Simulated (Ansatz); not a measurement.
**Li on Al(111): change of the work function**

Wanted: Δφ(θ) for Li/Al(111), starting from the fcc site.

Main program and level: Ansatz 0.2.0; plane-wave DFT, PBE, Ansatz PAW.

### 1. Set-up

The cell holds 4 atoms: 4 Al. Cell: a = 2.864 Å, b = 2.864 Å, c = 25.015 Å, α = 90.0°, β = 90.0°, γ = 60.0°. Vacuum lies along c.

### 2. The clean slab

The bare slab comes first, as the zero from which every change is counted. The two lowest layers are held at bulk places and the upper ones relax. The dipole correction removes the false field that a one-sided slab makes across the periodic vacuum, so each face gets a flat vacuum level of its own.

Input file input.yaml:

```yaml
crystal:
  lattice:
    - [2.8637824638, 0.0, 0.0]
    - [1.4318912319, 2.4801083646, 0.0]
    - [0.0, 0.0, 25.0148057707]
  atoms:
    - { symbol: Al, position: [0.0, 0.0, 0.3597869231] }
    - { symbol: Al, position: [0.3333333333, 0.3333333333, 0.4532623077] }
    - { symbol: Al, position: [0.6666666667, 0.6666666667, 0.5467376923] }
    - { symbol: Al, position: [0.0, 0.0, 0.6402130769] }
kpoints:
  mp_grid: { grid: [12, 12, 1] }
hamiltonian:
  xc: pbe
scf:
  occupations: { method: fermi_dirac, width: 0.1 }
  convergence: { dr2_threshold: 1.0e-08 }
efield:
  axis: 3
  dipole_correction: true
  ramp_position: 0.97
  ramp_width: 0.06
relax:
  f_tol: 0.02
  max_steps: 60
  constraints: [{ sites: [0, 1] }]
output:
  write_potential: true
  write_density: true
  volumetric_format: npy
```

Run with:

```console
> ansatz run input.yaml --threads 2 --pin off --max-ram 3072MiB --backend cpu --events-out ev --progress --plain --runs-dir out
```

Numbers of over 12 decimals in the logs are rounded to 6 here.

The program printed:

```text
Engine: ansatz 0.2.0, aarch64-unknown-linux-gnu
Pseudopotentials: kind: paw
Pseudopotential: Al, paw, valence charge 3, recommended cutoff 420 eV (normal), Al.paw.azcp
Functional definition: PBE
  parameter kappa = 0.804
  parameter beta = 0.066725
  exchange = pbe_x(kappa = kappa, mu = beta*pi^2/3)
  correlation = pbe_c(beta = beta)
Crystal: 4 atoms, lattice volume = 177.667 Å³
Basis set: ecut = 420 eV, 3467 PW (Γ), exchange–correlation on 40×40×360 points (8 copies of the dense FFT grid, shifted against one another)
Bands: 10, of which v1, the nominal top of the filled ones, is band 6 counted from 1 (5 counted from 0)
Symmetry: 6 space group operations
k-points: 19 of 144 (time reversal used)
Non-local potential: Al, projectors of the file, l = 0: 2, l = 1: 2, l = 2: 1
PAW form: soft (Blöchl's): semilocal exchange-correlation on the pseudo side does not see the compensation charge
PAW one-centre angular grid: Al, 110 points (default); XC on 64 Gauss nodes
Initial density: superposition of atomic densities (neutral atoms: chi_scale 0, normalization atom), corrected by the library's trained network
Initial wavefunctions: pseudopotential atomic-orbital guess
Functional: x = pbe(κ = 0.804, μ = 0.219515), c = pbe(β = 0.066725)
SCF iter   1: F=—  HF=-2149.281065 eV  |F-HF|=—  |Δ(HF+E_count)|=         —  Δρ=1.37e-3  dr2=4.13e-2  ethr=1.77e-3  p=-0.000 e·Å  D=-1.79e-14 V/Å  ΔV_dip=0.00 eV  dr2_dipole=1.23e-6  V_vac-E_F(+/−)=3.96/3.96 eV  ⟨swp⟩=8.2  Hψ=1709  notcnv=0
efield: sawtooth ramp at fractional position 0.9700 (set: `efield.ramp_position`, or a place that a band, a saddle search or an elastic batch's reference lends), width 0.0600; the density the first Hamiltonian is built on has a dipole p = -0.000 e·Å; the dipole correction subtracts the counter field D = -1.79e-14 V/Å, which shifts the + side's vacuum level by +0.00 eV against the − side's; the planar-averaged density in the ramp window peaks in size at 6.8e-6 e/Å³
preconditioner: auto → LDOS  [metal: Δε(μ)=0.035 eV  Ē_g=6.481 eV  σ=0.100 eV  W_gap=0.09  n_scr=12 (ndim 8)  ℏωp=9.7 eV  f_vac=0.517  D(μ)=1.93/eV (n_scr^D=10)  β→1.0]
SCF iter   2: F=—  HF=-2149.278663 eV  |F-HF|=—  |Δ(HF+E_count)|=   2.40e-3  Δρ=4.15e-4  dr2=5.50e-4  ethr=3.44e-4  p=-0.000 e·Å  D=-2.16e-5 V/Å  ΔV_dip=0.00 eV  dr2_dipole=9.75e-7  V_vac-E_F(+/−)=4.05/4.05 eV  ⟨swp⟩=1.4  Hψ=364  notcnv=0
SCF iter   3: F=—  HF=-2149.278781 eV  |F-HF|=—  |Δ(HF+E_count)|=   1.18e-4  Δρ=1.46e-4  dr2=1.74e-4  ethr=4.59e-6  p=-0.000 e·Å  D=-1.14e-5 V/Å  ΔV_dip=0.00 eV  dr2_dipole=2.68e-9  V_vac-E_F(+/−)=4.05/4.05 eV  ⟨swp⟩=2.3  Hψ=349  notcnv=0
SCF iter   4: F=—  HF=-2149.278775 eV  |F-HF|=—  |Δ(HF+E_count)|=   6.25e-6  Δρ=2.72e-5  dr2=6.01e-6  ethr=1.45e-6  p=-0.000 e·Å  D=-4.98e-6 V/Å  ΔV_dip=0.00 eV  dr2_dipole=2.20e-9  V_vac-E_F(+/−)=4.05/4.05 eV  ⟨swp⟩=2.6  Hψ=311  notcnv=0
SCF iter   5: F=—  HF=-2149.278723 eV  |F-HF|=—  |Δ(HF+E_count)|=   5.25e-5  Δρ=8.22e-6  dr2=2.22e-7  ethr=5.01e-8  p=-0.000 e·Å  D=-2.02e-6 V/Å  ΔV_dip=0.00 eV  dr2_dipole=6.48e-11  V_vac-E_F(+/−)=4.05/4.05 eV  ⟨swp⟩=2.3  Hψ=315  notcnv=0
SCF iter   6: F=—  HF=-2149.278723 eV  |F-HF|=—  |Δ(HF+E_count)|=   3.20e-7  Δρ=1.90e-6  dr2=2.67e-8  ethr=1.85e-9  p=-0.000 e·Å  D=-6.66e-7 V/Å  ΔV_dip=0.00 eV  dr2_dipole=4.13e-15  V_vac-E_F(+/−)=4.05/4.05 eV  ⟨swp⟩=2.4  Hψ=314  notcnv=0
SCF iter   7: F=-2149.278723 eV  HF=-2149.278723 eV  |F-HF|=4.15e-9  |Δ(HF+E_count)|=   1.70e-8  Δρ=3.92e-7  dr2=9.37e-10  ethr=8.33e-11  p=-0.000 e·Å  D=-7.30e-8 V/Å  ΔV_dip=0.00 eV  dr2_dipole=1.46e-13  V_vac-E_F(+/−)=4.05/4.05 eV  ⟨swp⟩=9.1  Hψ=1233  notcnv=0
SCF 1 converged in 7 iterations: F = -2149.278723 eV  dr2 = 9.37e-10
  greatest PAW one-centre occupation: 0.462 electrons in one spin orbital (limit 2), on the Al atom at site 0 (counted from 0), in its partial waves of l = 0
relax step   1: F+E_penalty+E_count = -2149.27872285 eV  Δ(F+E_penalty+E_count) = +0.000e0 eV  max|allowed force component| = 1.320e-1 eV/Å  Δτ_max = 0.0000 Å  (7 SCF iters, accepted)
Initial density: handed on by an earlier stage of this run
Initial wavefunctions: those handed on with the density
iter 1 solved again at ethr=3.27e-4 eV; its pass at ethr=3.10e-3 eV (dr2=3.92e-2 eV) is discarded
SCF iter   1: F=—  HF=-2149.285072 eV  |F-HF|=—  |Δ(HF+E_count)|=         —  Δρ=1.34e-3  dr2=3.83e-2  ethr=3.27e-4  p=-0.000 e·Å  D=-7.52e-8 V/Å  ΔV_dip=0.00 eV  dr2_dipole=4.72e-3  V_vac-E_F(+/−)=4.05/4.05 eV  ⟨swp⟩=1.2  Hψ=1170  notcnv=0
efield: sawtooth ramp at fractional position 0.9700 (set: `efield.ramp_position`, or a place that a band, a saddle search or an elastic batch's reference lends), width 0.0600; the density the first Hamiltonian is built on has a dipole p = -0.000 e·Å; the dipole correction subtracts the counter field D = -7.52e-8 V/Å, which shifts the + side's vacuum level by +0.00 eV against the − side's; the planar-averaged density in the ramp window peaks in size at 1.7e-7 e/Å³
preconditioner: auto → LDOS  [metal: Δε(μ)=0.063 eV  Ē_g=6.503 eV  σ=0.100 eV  W_gap=0.15  n_scr=12 (ndim 8)  ℏωp=9.7 eV  f_vac=0.521  D(μ)=1.95/eV (n_scr^D=10)  β→1.0]
SCF iter   2: F=—  HF=-2149.281980 eV  |F-HF|=—  |Δ(HF+E_count)|=   3.09e-3  Δρ=4.25e-4  dr2=1.25e-3  ethr=3.19e-4  p=0.000 e·Å  D=1.82e-7 V/Å  ΔV_dip=-0.00 eV  dr2_dipole=2.59e-4  V_vac-E_F(+/−)=4.03/4.03 eV  ⟨swp⟩=2.1  Hψ=258  notcnv=0
SCF iter   3: F=—  HF=-2149.281849 eV  |F-HF|=—  |Δ(HF+E_count)|=   1.31e-4  Δρ=1.92e-4  dr2=2.96e-4  ethr=1.04e-5  p=0.000 e·Å  D=6.48e-5 V/Å  ΔV_dip=-0.00 eV  dr2_dipole=1.61e-6  V_vac-E_F(+/−)=4.02/4.02 eV  ⟨swp⟩=2.4  Hψ=337  notcnv=0
SCF iter   4: F=—  HF=-2149.281822 eV  |F-HF|=—  |Δ(HF+E_count)|=   2.67e-5  Δρ=2.12e-5  dr2=3.32e-6  ethr=2.46e-6  p=0.000 e·Å  D=8.41e-5 V/Å  ΔV_dip=-0.00 eV  dr2_dipole=8.88e-8  V_vac-E_F(+/−)=4.02/4.02 eV  ⟨swp⟩=2.3  Hψ=272  notcnv=0
SCF iter   5: F=—  HF=-2149.281817 eV  |F-HF|=—  |Δ(HF+E_count)|=   5.30e-6  Δρ=7.09e-6  dr2=1.97e-7  ethr=2.77e-8  p=0.000 e·Å  D=7.28e-5 V/Å  ΔV_dip=-0.00 eV  dr2_dipole=1.99e-8  V_vac-E_F(+/−)=4.02/4.02 eV  ⟨swp⟩=2.4  Hψ=343  notcnv=0
SCF iter   6: F=—  HF=-2149.281817 eV  |F-HF|=—  |Δ(HF+E_count)|=   1.41e-7  Δρ=1.36e-6  dr2=1.11e-8  ethr=1.64e-9  p=0.000 e·Å  D=6.54e-5 V/Å  ΔV_dip=-0.00 eV  dr2_dipole=2.37e-11  V_vac-E_F(+/−)=4.02/4.02 eV  ⟨swp⟩=2.5  Hψ=297  notcnv=0
SCF iter   7: F=-2149.281817 eV  HF=-2149.281817 eV  |F-HF|=2.26e-9  |Δ(HF+E_count)|=   5.33e-9  Δρ=3.42e-7  dr2=9.00e-10  ethr=8.33e-11  p=0.000 e·Å  D=6.31e-5 V/Å  ΔV_dip=-0.00 eV  dr2_dipole=5.33e-14  V_vac-E_F(+/−)=4.02/4.02 eV  ⟨swp⟩=9.1  Hψ=1236  notcnv=0
SCF 2 converged in 7 iterations: F = -2149.281817 eV  dr2 = 9.00e-10
  greatest PAW one-centre occupation: 0.463 electrons in one spin orbital (limit 2), on the Al atom at site 3 (counted from 0), in its partial waves of l = 0
relax step   2: F+E_penalty+E_count = -2149.28181683 eV  Δ(F+E_penalty+E_count) = -3.094e-3 eV  max|allowed force component| = 5.697e-2 eV/Å  Δτ_max = 0.0619 Å  (7 SCF iters, accepted)
SCF iter   1: F=—  HF=-2149.282212 eV  |F-HF|=—  |Δ(HF+E_count)|=         —  Δρ=2.15e-4  dr2=1.06e-3  ethr=4.10e-5  p=0.000 e·Å  D=6.31e-5 V/Å  ΔV_dip=-0.00 eV  dr2_dipole=1.83e-4  V_vac-E_F(+/−)=4.02/4.02 eV  ⟨swp⟩=2.3  Hψ=665  notcnv=0
efield: sawtooth ramp at fractional position 0.9700 (set: `efield.ramp_position`, or a place that a band, a saddle search or an elastic batch's reference lends), width 0.0600; the density the first Hamiltonian is built on has a dipole p = 0.000 e·Å; the dipole correction subtracts the counter field D = 6.31e-5 V/Å, which shifts the + side's vacuum level by -0.00 eV against the − side's; the planar-averaged density in the ramp window peaks in size at 5.2e-8 e/Å³
preconditioner: auto → LDOS  [metal: Δε(μ)=0.068 eV  Ē_g=6.492 eV  σ=0.100 eV  W_gap=0.16  n_scr=12 (ndim 8)  ℏωp=9.7 eV  f_vac=0.520  D(μ)=1.91/eV (n_scr^D=10)  β→1.0]
SCF iter   2: F=—  HF=-2149.282106 eV  |F-HF|=—  |Δ(HF+E_count)|=   1.05e-4  Δρ=1.28e-4  dr2=8.40e-5  ethr=8.82e-6  p=0.000 e·Å  D=7.97e-5 V/Å  ΔV_dip=-0.00 eV  dr2_dipole=8.18e-7  V_vac-E_F(+/−)=4.02/4.02 eV  ⟨swp⟩=1.6  Hψ=363  notcnv=0
SCF iter   3: F=—  HF=-2149.282096 eV  |F-HF|=—  |Δ(HF+E_count)|=   1.06e-5  Δρ=2.29e-5  dr2=9.96e-6  ethr=7.00e-7  p=-0.000 e·Å  D=-1.38e-5 V/Å  ΔV_dip=0.00 eV  dr2_dipole=1.95e-6  V_vac-E_F(+/−)=4.02/4.02 eV  ⟨swp⟩=2.7  Hψ=381  notcnv=0
SCF iter   4: F=—  HF=-2149.282096 eV  |F-HF|=—  |Δ(HF+E_count)|=   1.92e-7  Δρ=5.61e-6  dr2=6.74e-7  ethr=8.30e-8  p=-0.000 e·Å  D=-3.55e-5 V/Å  ΔV_dip=0.00 eV  dr2_dipole=1.17e-7  V_vac-E_F(+/−)=4.02/4.02 eV  ⟨swp⟩=1.4  Hψ=224  notcnv=0
SCF iter   5: F=-2149.282096 eV  HF=-2149.282096 eV  |F-HF|=7.79e-9  |Δ(HF+E_count)|=   4.76e-8  Δρ=9.72e-7  dr2=3.57e-9  ethr=8.33e-11  p=-0.000 e·Å  D=-4.17e-5 V/Å  ΔV_dip=0.00 eV  dr2_dipole=4.91e-10  V_vac-E_F(+/−)=4.02/4.02 eV  ⟨swp⟩=8.5  Hψ=1456  notcnv=0
SCF 3 converged in 5 iterations: F = -2149.282096 eV  dr2 = 3.57e-9
  greatest PAW one-centre occupation: 0.463 electrons in one spin orbital (limit 2), on the Al atom at site 0 (counted from 0), in its partial waves of l = 0
relax step   3: F+E_penalty+E_count = -2149.28209604 eV  Δ(F+E_penalty+E_count) = -2.792e-4 eV  max|allowed force component| = 2.389e-3 eV/Å  Δτ_max = 0.0093 Å  (5 SCF iters, accepted)
NSCF: frozen V_eff on 19 k-points
the band table was solved once a step of the walk had ended and its energy, with any forces and stress, was formed, with the checks that follow a solve (2035 applications of the Hamiltonian). They found nothing against the state; the energy, forces and stress were not computed again (output.eigenvalues in the input reference)
WARN: The input density's exchange-correlation potential varies sharply where the density is thin. Do not read a vacuum level from v_tot or v_xc, or from such a field of the output density. On a cell that repeats whose density bears no net charge and no dipole along the vacuum's axis use v_es (v_loc + v_h of the components); under efield.dipole_correction with no amplitude use v_es + v_field, which holds any external [...]
SCF converged after 5 iterations
Free energy (F): -2149.282096 eV
Harris-Foulkes:  -2149.282096 eV  (|F-HF|=7.79e-9)
Internal energy: -2149.219587 eV  (E = F + TS)
E sigma→0 (E₀):  -2149.250841 eV
Entropy (-TS):   -0.062509 eV (-15.627 meV/atom)
Fermi energy:    0.479266 eV
Dipole field:    D = -0.000073 V/Å  (p = -0.000072 e·Å, saw-weighted, corrected)
Work function:   Φ+ = 4.0205 eV   Φ− = 4.0187 eV
Levels:          The Fermi level and band energies are counted from a zero that moves with the ramp; work functions are not
--- Per-component energies (eV) ---
  E_band       = -44.413710
  E_kinetic    = 87.546440
  E_local      = -3014.590194  (includes V_loc(G=0)·N_el)
  E_nonlocal   = 41.703702
  E_hartree    = 1484.218628
  E_xc         = -156.809171
  E_vxc        = -112.957825  (∫ρ·V_xc dr)
  E_paw        = -1869.225999  (= ΣΔE_a)
  E_vpaw       = -14.554873  (= ΣTr[D̂ρ^β])
  E_aug_tail   = -0.000009  (compensation charges beyond the density's cutoff)
  E_efield     = 0.000000  (sawtooth field / dipole correction)
  E_vefield    = -0.000024  (∫n·V_field dr)
  E_ewald      = 1277.937017
  E_smearing   = -0.062509  (= −TS)
  E_closure    = -0.000000  (closes the sum)
  Σ components = -2149.282096   (vs F -2149.282096, Δ=0.00e0)
--- Forces (eV/Å), atoms counted from 1 ---
  atom   1  Al    -0.00000000     0.00000000     0.01001900
  atom   2  Al    -0.00000000     0.00000000    -0.01099822
  atom   3  Al     0.00000000    -0.00000000    -0.00139935
  atom   4  Al    -0.00000000    -0.00000000     0.00238930
  max |Σ_I F_I| component: 1.07e-5 eV/Å
--- Band table (eV; the first three rows and the last of 19) ---
  k-point 0: bands = ["-10.3221", "-9.2285", "-7.6200", "-5.3461", "-2.8883", "0.0394", "2.5925", "4.0136", "4.4355", "5.4494"]
  k-point 1: bands = ["-10.1555", "-9.0628", "-7.4556", "-5.1818", "-2.7320", "0.1950", "2.7478", "4.1769", "4.6017", "5.6108"]
  k-point 2: bands = ["-9.6568", "-8.5668", "-6.9634", "-4.6912", "-2.2635", "0.6555", "3.1920", "4.6420", "5.0801", "5.6506"]
  k-point 18: bands = ["-2.6054", "-2.5276", "-2.5272", "-1.6010", "-1.5972", "-1.4746", "-0.1635", "-0.1632", "0.8321", "2.3628"]
--- Relaxed structure (3 steps of the walk, 3 accepted, 0 SCFs on fresh bases) ---
  F+E_penalty+E_count = -2149.28209604 eV   max|allowed force component| = 2.389e-3 eV/Å
  atoms:
    - { symbol: Al, position: [0.0, 0.0, 0.3597869231] }
    - { symbol: Al, position: [0.333333, 0.333333, 0.453262] }
    - { symbol: Al, position: [0.666667, 0.666667, 0.544636] }
    - { symbol: Al, position: [0, 0, 0.637923] }
```

Wall time 11 s (2 threads of Arm Neoverse N1, shared host); peak memory 0.33 GiB.

Step by step:

| step | energy less that of the first step (eV) | largest force component (eV/Å) |
| --- | --- | --- |
| 1 | 0.0000 | 0.1320 |
| 2 | -0.0031 | 0.0570 |
| 3 | -0.0034 | 0.0024 |

Forces are held to the 6 operations that the run works with; a distortion that breaks them can't arise in this run.

The atoms that moved most (Å):

| atom | dx | dy | dz | length |
| --- | --- | --- | --- | --- |
| Al4 | 0.000 | 0.000 | -0.057 | 0.057 |
| Al3 | 0.000 | 0.000 | -0.053 | 0.053 |

Final coordinates:

```cif
data_structure
_symmetry_space_group_name_H-M 'P 1'
_symmetry_Int_Tables_number 1
_cell_length_a 2.8638
_cell_length_b 2.8638
_cell_length_c 25.0148
_cell_angle_alpha 90.000
_cell_angle_beta 90.000
_cell_angle_gamma 60.000
_cell_volume 177.67
loop_
_atom_site_label
_atom_site_type_symbol
_atom_site_fract_x
_atom_site_fract_y
_atom_site_fract_z
_atom_site_occupancy
Al1 Al 0.00000 0.00000 0.35979 1
Al2 Al 0.33333 0.33333 0.45326 1
Al3 Al 0.66667 0.66667 0.54464 1
Al4 Al 0.00000 0.00000 0.63792 1
```

Numbers from this step:

```
energy at zero smearing   : -2149.2508 eV
work function, upper face : 4.021 eV
dipole along the normal   : -7.20e-5 e·Å
```

Running mean over 2.338 Å of the planar mean; the ramp of the sawtooth is left out. The electron's electrostatic potential energy less the Fermi level by z:

z (Å), electron's electrostatic potential energy less the Fermi level (eV) and a bar from the least value:
```
      3.5       4.02 ##############################
      4.0       4.02 ##############################
      4.5       4.02 ##############################
      5.0       4.01 ##############################
      5.5       3.99 ##############################
      6.0       3.92 ##############################
      6.5       3.69 #############################
      7.0       2.91 ##########################
      7.5       1.00 ####################
      8.0      -1.37 ############
      8.5      -3.48 #####
      9.0      -4.40 #
      9.5      -4.56 #
     10.0      -4.58 #
     10.5      -4.60 #
     11.0      -4.61 #
     11.5      -4.65 #
     12.0      -4.78 
     12.5      -4.81 
     13.0      -4.77 
     13.5      -4.65 #
     14.0      -4.62 #
     14.5      -4.62 #
     15.0      -4.59 #
     15.5      -4.56 #
     16.0      -4.37 #
     16.5      -3.33 #####
     17.0      -1.17 ############
     17.5       1.19 ####################
     18.0       3.02 ###########################
     18.5       3.72 #############################
     19.0       3.93 ##############################
     19.5       3.99 ##############################
     20.0       4.01 ##############################
     20.5       4.02 ##############################
     21.0       4.02 ##############################
     21.5       4.02 ##############################
```

The relaxation took 3 steps and lowered the energy by 0.0034 eV; the largest force on the free atoms ends at 0.0024 eV/Å.

The work function of the upper face is 4.02 eV.

[end of part 1 of 3]

[Logs are printed without paths, hosts, clocks, repeated set-up lines and the standing remarks that a program may print on its own settings, such as how far it seeks lower states.]

[Hosts, paths, dates, database ids (printed as entryN), source tags and the programs' standing remarks are cut or masked in the printed files.]

[Maps of the electrostatic potential energy from Ansatz leave out the sawtooth potential of an applied field or a dipole correction, so their vacuum need not be flat; planar profiles and work functions include it.]
